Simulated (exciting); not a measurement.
Consider Lu2SeO2, space group P-3m1.

```xyz
5
Lattice="3.7161 0.0000 0.0000 -1.8580 3.2182 0.0000 0.0000 0.0000 6.6468" Properties=species:S:1:pos:R:3 pbc="T T T"
Lu    1.8580    1.0727    4.6980
Lu    0.0000    2.1455    1.9489
Se    0.0000    0.0000    0.0000
O     1.8580    1.0727    2.4919
O     0.0000    2.1455    4.1550
```

Absorber: atom 4, with 4 Lu at 2.21 Å (tetrahedral, site symmetry 3m). Method: exciting, all-electron LAPW+lo, LDA, exchange and screened direct term (singlet BSE), 4×4×2 shifted k points, 38 conduction bands, |G+q| up to 3 bohr⁻¹, full RPA screening with nempty = 65, Lorentzian half width 0.45 eV.

Question: What does the O K spectrum look like, and is there a bound core exciton?

Bound core exciton? Undecided on this mesh: the first bright state (over 5 % of the brightest) lies at -0.43 eV from the Kohn–Sham onset and at -0.81 eV from the lowest bare transition of its own mesh. Maxima (height): -0.4 eV (1.00), 2.1 eV (0.81), 3.8 eV (0.85), 7.9 eV (0.44), 10.9 eV (0.45), 17.6 eV (0.24) and 19.4 eV (0.26).

Energy from the Kohn–Sham onset, core level to the lowest empty state found on the meshes used; Im ε in relative units:

| E (eV) | Im ε |
| --- | --- |
| -5.0 | 0.02 |
| -4.5 | 0.03 |
| -4.0 | 0.03 |
| -3.5 | 0.04 |
| -3.0 | 0.05 |
| -2.5 | 0.07 |
| -2.0 | 0.11 |
| -1.5 | 0.18 |
| -1.0 | 0.39 |
| -0.5 | 0.93 |
| 0.0 | 0.87 |
| 0.5 | 0.73 |
| 1.0 | 0.68 |
| 1.5 | 0.80 |
| 2.0 | 0.81 |
| 2.5 | 0.78 |
| 3.0 | 0.74 |
| 3.5 | 0.78 |
| 4.0 | 0.82 |
| 4.5 | 0.66 |
| 5.0 | 0.65 |
| 5.5 | 0.59 |
| 6.0 | 0.51 |
| 6.5 | 0.48 |
| 7.0 | 0.45 |
| 7.5 | 0.40 |
| 8.0 | 0.44 |
| 8.5 | 0.41 |
| 9.0 | 0.36 |
| 9.5 | 0.37 |
| 10.0 | 0.39 |
| 10.5 | 0.40 |
| 11.0 | 0.45 |
| 11.5 | 0.41 |
| 12.0 | 0.39 |
| 12.5 | 0.37 |
| 13.0 | 0.31 |
| 13.5 | 0.27 |
| 14.0 | 0.23 |
| 14.5 | 0.21 |
| 15.0 | 0.20 |
| 15.5 | 0.18 |
| 16.0 | 0.18 |
| 16.5 | 0.19 |
| 17.0 | 0.21 |
| 17.5 | 0.23 |
| 18.0 | 0.22 |
| 18.5 | 0.23 |
| 19.0 | 0.25 |
| 19.5 | 0.26 |
| 20.0 | 0.24 |
| 20.5 | 0.21 |
| 21.0 | 0.17 |
| 21.5 | 0.17 |
| 22.0 | 0.19 |

Binding energies aren't converged on 32 k points, and fine structure above the first lines is partly noise of the mesh. Exchange and the short-range direct term aren't converged in the kernel cutoff. The zero comes from the unshifted 5×5×2 ground-state mesh; it is exact only where the band minimum lies on that mesh. The Kohn–Sham onset, 504 eV, is no photon energy: the scale needs a rigid shift. Bands and screening come from semilocal DFT, whose small gap overscreens. Vibrations and energy-dependent lifetimes are left out. The structure is a Materials Project entry, computed there, and may be a hypothetical form.

[Banner, clock and machine lines of the logs are left out without a mark of their own.]

[Logs are printed without paths, hosts, clocks, repeated set-up lines and the standing remarks that a program may print on its own settings, such as how far it seeks lower states.]

[Hosts, paths, dates, database ids (printed as entryN), source tags and the programs' standing remarks are cut or masked in the printed files.]
